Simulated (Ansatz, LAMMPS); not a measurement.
## Glassy 67P2O5-33MgO (mol %) (80 atoms): support functions against a reference

Wanted: errors and times of a linear-scaling basis for glassy 67P2O5-33MgO (mol %) (80 atoms). A setting counts as converged where the r.m.s. difference of forces stays under 1 % of the r.m.s. force.

Main program and level: Ansatz 0.2.0; Kohn-Sham DFT, PBE, PAW (set soft_2), plane waves.

### Step 1. Set-up

The cell holds 80 atoms: 20 P, 5 Mg and 55 O. Cell: a = 9.726 Å, b = 9.726 Å, c = 9.726 Å, α = 90.0°, β = 90.0°, γ = 90.0°. 80 atoms (20 P, 5 Mg, 55 O) placed at random at 2.93 g/cm³, melted at 4000 K for 10 ps at fixed volume with the Morse and Coulomb pair potential with partial charges (Pedone, Malavasi, Menziani, Cormack and Segre, J. Phys. Chem. B 110, 11780 (2006)). Quenched from 4000 K to 300 K at 25 K/ps and fixed volume, held 5 ps.

What the set-up can't give: The quench rate of 25 K/ps is many orders above laboratory rates, so the cell is likely richer in defects and strain than a real sample. The network of bonds at the start is that of the classical potential that made the cell, and needn't be the one that DFT or experiment would give. Only the Γ point is sampled, in a cell whose shortest periodic width is 10 Å.

### Step 2. How the cell was made

A classical potential supplies the starting structure, since it reaches far longer times than DFT.

This step: classical MD, Morse and Coulomb pair potential with partial charges (Pedone, Malavasi, Menziani, Cormack and Segre, J. Phys. Chem. B 110, 11780 (2006)) (LAMMPS 22 Jul 2025 - Update 4).

File in.lmp:

```
# melt-quench of P20Mg5O55
units metal
atom_style charge
boundary p p p
region box block 0 9.7256 0 9.7256 0 9.7256
create_box 3 box
mass 1 30.9738   # P
mass 2 24.3050   # Mg
mass 3 15.9990   # O
create_atoms 1 random 20 317138 NULL overlap 1.5 maxtry 2000
create_atoms 2 random 5 317145 NULL overlap 1.5 maxtry 2000
create_atoms 3 random 55 317152 NULL overlap 1.5 maxtry 2000
pair_style hybrid/overlay pedone 5.5 coul/long 8.0
pair_coeff * * coul/long
pair_coeff 1 3 pedone 0.831326 2.585833 1.800790 1   # P-O
pair_coeff 2 3 pedone 0.038908 2.281000 2.586153 5   # Mg-O
pair_coeff 3 3 pedone 0.042395 1.379316 3.618701 22   # O-O
set type 1 charge 3
set type 2 charge 1.2
set type 3 charge -1.2
kspace_style pppm 1.0e-4
neigh_modify delay 0 every 1 check yes
thermo_style custom step time temp pe press density
thermo_modify norm yes
timestep 0.002
thermo 100
min_style cg
minimize 1e-4 1e-4 200 2000
reset_timestep 0
velocity all create 4000 317139 mom yes dist gaussian
fix lim all nve/limit 0.05
fix lan all langevin 4000 4000 0.2 317140 zero yes
thermo 500
run 1000 post no
# [... 7 lines left out ...]
fix md all nvt temp 4000 300 0.2
run 74000 post no
unfix md
thermo 1250
fix md all nvt temp 300 300 0.2
run 2500 post no
unfix md
write_dump all custom glass.dump id type xs ys zs modify sort id
```

Run with:

```bash
$ lmp -in in.lmp -log none -nocite
```

Numbers of over 12 decimals in the logs are rounded to 6 here.

Output:

```text
LAMMPS (22 Jul 2025 - Update 4)
Created orthogonal box = (0 0 0) to (9.7256 9.7256 9.7256)
Created 20 atoms
Created 5 atoms
Created 55 atoms
PPPM initialization ...
  G vector (1/distance) = 0.39272953
  grid = 12 12 12
  estimated relative force accuracy = 5.0705237e-05
   Step          Time           Temp          PotEng         Press         Density
         0   0              0             -4.6663387      793209.08      2.9259601
        89   0.178          0             -20.872113      62036.539      2.9259601
Loop time of 0.0699709 s on 1 MPI rank(s) for 89 steps with 80 atoms
Minimization stats:
  Stopping criterion = energy tolerance
  Energy initial, next-to-last, final =
     -4.66633867743103   -20.870134794533  -20.8721127151738
  Force two-norm initial, final = 373.37412 3.7255767
  Iterations, force evaluations = 89 123
   Step          Time           Temp          PotEng         Press         Density
         0   0              4000          -20.872113      109463.1       2.9259601
       500   1              1920.3562     -20.677538      126737.83      2.9259601
      1000   2              1766.8845     -20.708815      105324.16      2.9259601
Loop time of 0.372433 s on 1 MPI rank(s) for 1000 steps with 80 atoms
   Step          Time           Temp          PotEng         Press         Density
      1000   2              1766.8845     -20.708815      105324.16      2.9259601
      1666   3.332          3793.9588     -20.26754       148653.66      2.9259601
      2499   4.998          3844.6187     -20.38277       117994.75      2.9259601
      3332   6.664          4234.4702     -20.413016      102920.56      2.9259601
      4165   8.33           3841.2933     -20.378546      174849.28      2.9259601
      4998   9.996          4293.3411     -20.429254      82804.496      2.9259601
      5831   11.662         4462.8423     -20.357537      138679.39      2.9259601
[... 1 line left out ...]
Loop time of 2.16671 s on 1 MPI rank(s) for 5000 steps with 80 atoms
   Step          Time           Temp          PotEng         Press         Density
[... 11 lines left out ...]
     80000   160            293.36113     -21.008741      64094.769      2.9259601
Loop time of 27.9846 s on 1 MPI rank(s) for 74000 steps with 80 atoms
   Step          Time           Temp          PotEng         Press         Density
     80000   160            293.36113     -21.008741      64094.769      2.9259601
     81250   162.5          293.54788     -21.007188      61448.402      2.9259601
     82500   165            326.569       -21.007434      50166.052      2.9259601
Loop time of 1.43009 s on 1 MPI rank(s) for 2500 steps with 80 atoms
```

Elapsed: 32 s, on 1 thread of AMD EPYC 9R45, shared host; peak memory 0.069 GiB.

### Step 3. Plane-wave single point

This run is the reference for what follows, at a cutoff of 420 eV.

File input.yaml:

```yaml
crystal:
  lattice:
    - [9.7256, 0.0, 0.0]
    - [0.0, 9.7256, 0.0]
    - [0.0, 0.0, 9.7256]
  atoms:
    - { symbol: P, position: [0.34611, 0.31192, 0.12942] }
    - { symbol: P, position: [0.08441, 0.00971, 0.93119] }
    - { symbol: P, position: [0.01987, 0.44546, 0.63396] }
    - { symbol: P, position: [0.59914, 0.41455, 0.2797] }
    - { symbol: P, position: [0.36659, 0.26711, 0.63473] }
    - { symbol: P, position: [0.53624, 0.04178, 0.50088] }
    - { symbol: P, position: [0.69095, 0.36019, 0.77072] }
    - { symbol: P, position: [0.25988, 0.63482, 0.34871] }
    - { symbol: P, position: [0.39576, 0.02197, 0.98771] }
    - { symbol: P, position: [0.3099, 0.57735, 0.65858] }
    - { symbol: P, position: [0.77689, 0.74254, 0.42792] }
    - { symbol: P, position: [0.32358, 0.57749, 0.97739] }
    - { symbol: P, position: [0.85629, 0.25178, 0.20618] }
    - { symbol: P, position: [0.08988, 0.93903, 0.62553] }
    - { symbol: P, position: [0.97892, 0.31176, 0.91021] }
    - { symbol: P, position: [0.49966, 0.82549, 0.73707] }
    - { symbol: P, position: [0.32154, 0.94115, 0.29206] }
    - { symbol: P, position: [0.77211, 0.66096, 0.72548] }
    - { symbol: P, position: [0.71071, 0.01751, 0.01698] }
    - { symbol: P, position: [0.95817, 0.55142, 0.28457] }
    - { symbol: Mg, position: [0.11815, 0.22559, 0.38393] }
    - { symbol: Mg, position: [0.00689, 0.66382, 0.97781] }
    - { symbol: Mg, position: [0.9634, 0.97235, 0.25828] }
    - { symbol: Mg, position: [0.60059, 0.71397, 0.13437] }
    - { symbol: Mg, position: [0.83635, 0.16228, 0.51448] }
    - { symbol: O, position: [0.56958, 0.30828, 0.84786] }
    - { symbol: O, position: [0.57736, 0.46217, 0.42332] }
    - { symbol: O, position: [0.76842, 0.11202, 0.13241] }
    - { symbol: O, position: [0.92558, 0.40534, 0.24395] }
    - { symbol: O, position: [0.07274, 0.95314, 0.78564] }
    - { symbol: O, position: [0.71395, 0.30596, 0.26859] }
    - { symbol: O, position: [0.48234, 0.17227, 0.5723] }
    - { symbol: O, position: [0.55869, 0.05943, 0.99181] }
    - { symbol: O, position: [0.47423, 0.33424, 0.21882] }
    - { symbol: O, position: [0.20852, 0.66603, 0.03981] }
    - { symbol: O, position: [0.7325, 0.28871, 0.6381] }
    - { symbol: O, position: [0.52961, 0.93077, 0.62003] }
    - { symbol: O, position: [0.93247, 0.16435, 0.31415] }
    - { symbol: O, position: [0.8238, 0.34488, 0.86144] }
    - { symbol: O, position: [0.38914, 0.4238, 0.66074] }
    - { symbol: O, position: [0.6826, 0.51944, 0.74672] }
    - { symbol: O, position: [0.00199, 0.05828, 0.57141] }
    - { symbol: O, position: [0.26272, 0.26371, 0.51547] }
    - { symbol: O, position: [0.90522, 0.5493, 0.66485] }
    - { symbol: O, position: [0.33146, 0.42396, 0.02145] }
    - { symbol: O, position: [0.2993, 0.57628, 0.82248] }
    - { symbol: O, position: [0.0015, 0.95325, 0.04894] }
    - { symbol: O, position: [0.93321, 0.64774, 0.16359] }
    - { symbol: O, position: [0.0601, 0.79331, 0.59448] }
    - { symbol: O, position: [0.64804, 0.51795, 0.17097] }
    - { symbol: O, position: [0.43088, 0.90652, 0.85709] }
    - { symbol: O, position: [0.67889, 0.05321, 0.45582] }
    - { symbol: O, position: [0.6363, 0.75448, 0.77718] }
    - { symbol: O, position: [0.45691, 0.65322, 0.99703] }
    - { symbol: O, position: [0.84975, 0.60694, 0.38668] }
    - { symbol: O, position: [0.36553, 0.17102, 0.05428] }
    - { symbol: O, position: [0.40997, 0.71403, 0.6749] }
    - { symbol: O, position: [0.32255, 0.18721, 0.76351] }
    - { symbol: O, position: [0.22324, 0.30177, 0.22548] }
    - { symbol: O, position: [0.86996, 0.70763, 0.83616] }
    - { symbol: O, position: [0.18971, 0.01655, 0.29288] }
    - { symbol: O, position: [0.23491, 0.99521, 0.96053] }
    - { symbol: O, position: [0.35408, 0.56534, 0.25039] }
    - { symbol: O, position: [0.05533, 0.16889, 0.91717] }
    - { symbol: O, position: [0.78368, 0.04186, 0.88379] }
    - { symbol: O, position: [0.1545, 0.51999, 0.64725] }
    - { symbol: O, position: [0.43406, 0.01207, 0.38174] }
    - { symbol: O, position: [0.38735, 0.93161, 0.14269] }
    - { symbol: O, position: [0.698, 0.87818, 0.07336] }
    - { symbol: O, position: [0.88103, 0.84743, 0.38131] }
    - { symbol: O, position: [0.63962, 0.76564, 0.35794] }
    - { symbol: O, position: [0.00979, 0.38429, 0.49357] }
    - { symbol: O, position: [0.02092, 0.32545, 0.73752] }
    - { symbol: O, position: [0.10655, 0.5879, 0.33186] }
    - { symbol: O, position: [0.3019, 0.60268, 0.49757] }
    - { symbol: O, position: [0.04513, 0.44832, 0.94842] }
    - { symbol: O, position: [0.28827, 0.78805, 0.32927] }
    - { symbol: O, position: [0.76026, 0.73552, 0.58192] }
    - { symbol: O, position: [0.24141, 0.95707, 0.58547] }
    - { symbol: O, position: [0.91206, 0.27438, 0.06012] }
kpoints:
  mp_grid: { grid: [1, 1, 1] }
hamiltonian:
  xc: pbe
scf:
  occupations: { method: fermi_dirac, width: 0.025 }
output:
  forces: true
  stress: true
  populations: true
  dos:
    method: { smearing: { sigma: 0.15 } }
    de: 0.1
    projected: { site_lists: { Mg: [Mg], O: [O], P: [P] } }
  eigenvalues: true
  write_density: true
  write_potential: true
  volumetric_format: npy
```

Run with:

```bash
$ ansatz run input.yaml --threads 4 --pin off --max-ram 8192MiB --backend cpu --events-out ev --progress --plain --runs-dir out
```

Output:

```text
Engine: ansatz 0.2.0, x86_64-unknown-linux-gnu
Pseudopotentials: kind: paw
Pseudopotential: P, paw, valence charge 5, recommended cutoff 420 eV (normal), P.paw.azcp
Pseudopotential: Mg, paw, valence charge 10, recommended cutoff 420 eV (normal), Mg.paw.azcp
Pseudopotential: O, paw, valence charge 6, recommended cutoff 420 eV (normal), O.paw.azcp
[... 5 lines on functional and potentials left out ...]
Crystal: 80 atoms, lattice volume = 919.918 Å³
Basis set: ecut = 420 eV, 17941 PW (Γ), exchange–correlation on 144×144×144 points (8 copies of the dense FFT grid, shifted against one another)
Bands: 320, of which v1, the nominal top of the filled ones, is band 240 counted from 1 (239 counted from 0)
Symmetry: 1 space group operations
Space group: P1 (ITA 1), of the structure as read, at distance tolerance 9.7e-5 Å
k-points: 1
[... 7 lines on functional and potentials left out ...]
Initial density: superposition of atomic densities (neutral atoms: chi_scale 0, normalization atom), corrected by the library's trained network
Initial wavefunctions: pseudopotential atomic-orbital guess
Functional: x = pbe(κ = 0.804, μ = 0.219515), c = pbe(β = 0.066725)
SCF iter   1: F=—  HF=-55956.832879 eV  |F-HF|=—  |Δ(HF+E_count)|=         —  Δρ=7.33e-3  dr2=6.98e-1  ethr=1.77e-3  ⟨swp⟩=7.0  Hψ=1664  notcnv=0  defer=57
preconditioner: auto → Resta (q_TF=auto, 2.448 Å⁻¹)  ε∞=3.3  [insulator: Δε(μ)=1.566 eV  Ē_g=16.780 eV  σ=0.025 eV  W_gap=1.00  n_scr=250 (ndim 8)  ℏωp=25.7 eV  f_vac=0.106  D(μ)=0.00/eV (n_scr^D=0)  ε∞_Penn≈3.3]
SCF iter   2: F=—  HF=-55956.667526 eV  |F-HF|=—  |Δ(HF+E_count)|=   1.65e-1  Δρ=3.67e-3  dr2=1.35e-1  ethr=1.45e-4  ⟨swp⟩=3.0  Hψ=551  notcnv=0  defer=74
SCF iter   3: F=—  HF=-55956.634880 eV  |F-HF|=—  |Δ(HF+E_count)|=   3.26e-2  Δρ=1.48e-3  dr2=4.23e-2  ethr=2.82e-5  ⟨swp⟩=3.0  Hψ=546  notcnv=0  defer=74
SCF iter   4: F=—  HF=-55956.622346 eV  |F-HF|=—  |Δ(HF+E_count)|=   1.25e-2  Δρ=7.32e-4  dr2=4.59e-3  ethr=8.82e-6  ⟨swp⟩=3.0  Hψ=430  notcnv=0  defer=74
SCF iter   5: F=—  HF=-55956.621903 eV  |F-HF|=—  |Δ(HF+E_count)|=   4.43e-4  Δρ=3.97e-4  dr2=1.27e-3  ethr=9.57e-7  ⟨swp⟩=3.0  Hψ=633  notcnv=0  defer=74
SCF iter   6: F=—  HF=-55956.621812 eV  |F-HF|=—  |Δ(HF+E_count)|=   9.09e-5  Δρ=1.23e-4  dr2=1.10e-4  ethr=2.65e-7  ⟨swp⟩=2.0  Hψ=425  notcnv=0  defer=74
SCF iter   7: F=—  HF=-55956.621834 eV  |F-HF|=—  |Δ(HF+E_count)|=   2.14e-5  Δρ=5.35e-5  dr2=2.11e-5  ethr=2.29e-8  ⟨swp⟩=3.0  Hψ=507  notcnv=0  defer=74
SCF iter   8: F=—  HF=-55956.623262 eV  |F-HF|=—  |Δ(HF+E_count)|=   1.43e-3  Δρ=1.70e-5  dr2=2.70e-6  ethr=4.39e-9  ⟨swp⟩=2.0  Hψ=482  notcnv=0  defer=74
SCF iter   9: F=—  HF=-55956.623263 eV  |F-HF|=—  |Δ(HF+E_count)|=   1.29e-6  Δρ=7.44e-6  dr2=4.30e-7  ethr=5.62e-10  ⟨swp⟩=3.0  Hψ=467  notcnv=0  defer=74
SCF iter  10: F=-55956.623263 eV  HF=-55956.623263 eV  |F-HF|=9.94e-9  |Δ(HF+E_count)|=   2.04e-7  Δρ=3.56e-6  dr2=9.96e-8  ethr=2.08e-11  ⟨swp⟩=24.0  Hψ=3336  notcnv=0
SCF 1 converged in 10 iterations: F = -55956.623263 eV  dr2 = 9.96e-8
  greatest PAW one-centre occupation: 1.000 electrons in one spin orbital (limit 2), on the Mg atom at site 20 (counted from 0), in its partial waves of l = 0
SCF converged after 10 iterations
Free energy (F): -55956.623263 eV
Harris-Foulkes:  -55956.623263 eV  (|F-HF|=9.94e-9)
Internal energy: -55956.623142 eV  (E = F + TS)
E sigma→0 (E₀):  -55956.623203 eV
Entropy (-TS):   -0.000122 eV (-0.002 meV/atom)
Fermi energy:    6.789824 eV
--- Per-component energies (eV) ---
  E_band       = -3389.665461
  E_kinetic    = 11774.103821
  E_local      = -34929.787017  (includes V_loc(G=0)·N_el)
  E_nonlocal   = 3724.849943
  E_hartree    = 12497.329279
  E_xc         = -5479.226656
  E_vxc        = -6643.175321  (∫ρ·V_xc dr)
  E_paw        = -21587.009771  (= ΣΔE_a)
  E_vpaw       = -2310.459692  (= ΣTr[D̂ρ^β])
  E_aug_tail   = 0.140118  (compensation charges beyond the density's cutoff)
  E_ewald      = -21957.022858
  E_smearing   = -0.000122  (= −TS)
  E_closure    = 0.000000  (closes the sum)
  Σ components = -55956.623263   (vs F -55956.623263, Δ=0.00e0)
--- Forces (eV/Å), atoms counted from 1 ---
  atom   1  P     -2.16597164    -1.10676429     2.66847518
  atom   2  P     -3.17707555     2.22893569    -1.12538052
  atom   3  P     -3.11372562    -0.57542555     1.25236719
  atom   4  P      0.83518848     5.52032571     0.35396650
  atom   5  P     -5.74537869    -2.90644471     0.93798206
  atom   6  P     -0.54262052     1.26741080     2.74599172
  atom   7  P      0.71127355    -3.27182918    -0.20874947
  atom   8  P      2.32392094    -3.57295652    -1.64068847
  atom   9  P      1.96545495     0.78609124     0.93026832
  atom  10  P     -0.74922041    -3.97498683     0.95077775
  atom  11  P     -0.26325137     2.64253359    -4.56982867
  atom  12  P      0.17816938     4.73938871     2.10080752
  atom  13  P     -2.92512814     0.95986344    -4.03464655
  atom  14  P      3.57310206    -0.33555858    -3.80851948
[...]
atom  79  O      0.01041925     0.81785170     0.46578700
  atom  80  O      0.03562548    -0.60181958     2.00947030
  max |Σ_I F_I| component: 1.41e-4 eV/Å
--- Stress (GPa, compression-positive) ---
        5.992867       0.712958       1.035043
        0.712955       4.266427       0.251842
        1.035041       0.251842       4.144360
  P = ⅓ Tr σ = 4.8012 GPa (48.012 kbar)
--- Band table (eV) ---
  k-point 0: bands = ["-69.8565", "-69.0488", "-68.9647", "-68.6140", [... 304 levels ...], "15.1504", "15.2420", "15.2742", "15.3185", "15.4052", "15.4287", "15.5379", "15.5541", "15.6079", "15.6591", "15.6819", "15.7372"]
--- Löwdin populations: 80 sites ---
  site symbol       q [e]
     0      P      2.7207
     1      P      2.7291
     2      P      2.7623
[...]
79      O      6.7300
  spilling = 0.016629 (of n_electrons = 480.000000)
```

Wall time 18 s (4 threads of AMD EPYC 9R45, shared host); peak memory 1.2 GiB; 25 s of CPU time.

The run gave:

- free energy: -55956.6233 eV
- free energy per atom: -699.4578 eV/atom
- SCF cycles: 10
- pressure: 4.801 GPa
- r.m.s. force component: 1.605 eV/Å
- longest force: 6.507 eV/Å
- Fermi energy: 6.79 eV
- gap (highest filled to lowest empty level): 0.4508 eV
- spilling of the projection: 0.01663

The r.m.s. force component of 1.6 eV/Å sets the scale for the differences below.

### Step 4. Support functions low

The cell is solved in localised support functions.

This step: Kohn-Sham DFT, PBE, PAW (set soft_2), localised support functions (low) (Ansatz 0.2.0).

input.yaml, the sections that differ from step 3:

```yaml
scf:
  occupations: { method: fermi_dirac, width: 0.025 }
  eigensolver: { kind: { support_functions: { accuracy: low } } }
  max_iter: 150
output:
  forces: true
  eigenvalues: true
# crystal, kpoints, hamiltonian: as in step 3
```

Output:

```text
Warning: scf.eigensolver.kind.support_functions: disabling space-group detection — the functions' gradient is summed over unrotated k-points, so no spatial operation reduces the k-mesh or symmetrises the density; time reversal is kept, so that k and −k are solved as one point where they differ and the mesh holds both, and exact exchange and, on two spinor components, a DFT+U term hold to it where the run has them: [...]
settings of this run that can trade accuracy for cost: scf.eigensolver.kind.support_functions; scf.eigensolver.kind.support_functions.accuracy: low [...]
[...]
Crystal: 80 atoms, lattice volume = 919.918 Å³
Basis set: ecut = 420 eV, 17941 PW (Γ), exchange–correlation on 144×144×144 points (8 copies of the dense FFT grid, shifted against one another)
Bands: 288, of which v1, the nominal top of the filled ones, is band 240 counted from 1 (239 counted from 0)
Symmetry: 1 space group operations
k-points: 1
[...]
SCF iter   1: F=—  HF=-55920.398903 eV  |F-HF|=—  |Δ(HF+E_count)|=         —  Δρ=1.34e-1  dr2=1.75e2  ethr=1.00e-1
[...]
SCF iter  11: F=—  HF=-55957.041491 eV  |F-HF|=—  |Δ(HF+E_count)|=   2.87e-3  Δρ=5.41e-5  dr2=3.86e-5  ethr=4.72e-8  κ⁻¹=1.4e-5(r=7)
SCF iter  12: F=-55957.043687 eV  HF=-55957.043688 eV  |F-HF|=9.00e-7  |Δ(HF+E_count)|=   2.20e-3  Δρ=2.33e-5  dr2=8.09e-6  ethr=8.04e-9
SCF 1 converged in 12 iterations: F = -55957.067409 eV  dr2 = 8.09e-6
[...]
SCF converged after 12 iterations
Stability not checked: this state was not tested for a lower state beside it, because the mixer in use, unlike msr1, does not test its closes by its own steps (another_mixer; see scf.mixing.algorithm and scf.lower_state_search)
Free energy (F): -55957.067409 eV
[...]
Internal energy: -55957.067289 eV  (E = F + TS)
E sigma→0 (E₀):  -55957.067349 eV
Entropy (-TS):   -0.000120 eV (-0.001 meV/atom)
Fermi energy:    6.789981 eV
[...]
Σ components = -55957.067409   (vs F -55957.067409, Δ=0.00e0)
--- Forces (eV/Å), atoms counted from 1 ---
  atom   1  P     -2.16745691    -1.10652662     2.66825726
  atom   2  P     -3.17778748     2.22932602    -1.12603326
  atom   3  P     -3.11315834    -0.57596121     1.25145910
  atom   4  P      0.83582022     5.51950813     0.35298420
[...]
atom  80  O      0.03451902    -0.60260603     2.01052004
  max |Σ_I F_I| component: 2.25e-3 eV/Å
--- Band table (eV) ---
[...]
```

Elapsed: 1.7 min, on 4 threads; peak memory 2.9 GiB; 3.7 min of CPU time.

The program notes that the band table was not solved further than the SCF left it and it switched symmetry off.

Keys that differ from the reference: support_functions.accuracy = "low" and scf.max_iter = 150.

Forces differ from the reference by 0.98 meV/Å r.m.s., 0.061 % of their size, well within a tolerance of 1 %; the energy by -5.6 meV/atom. It took 1.7 min and 12 cycles; the reference's time can't be set against it, since the two runs asked for unlike analyses.

(Continued in part 2 of 2.)

[Logs are printed without paths, hosts, clocks, repeated set-up lines and the standing remarks that a program may print on its own settings, such as how far it seeks lower states.]

[Hosts, paths, dates, database ids (printed as entryN), source tags and the programs' standing remarks are cut or masked in the printed files.]
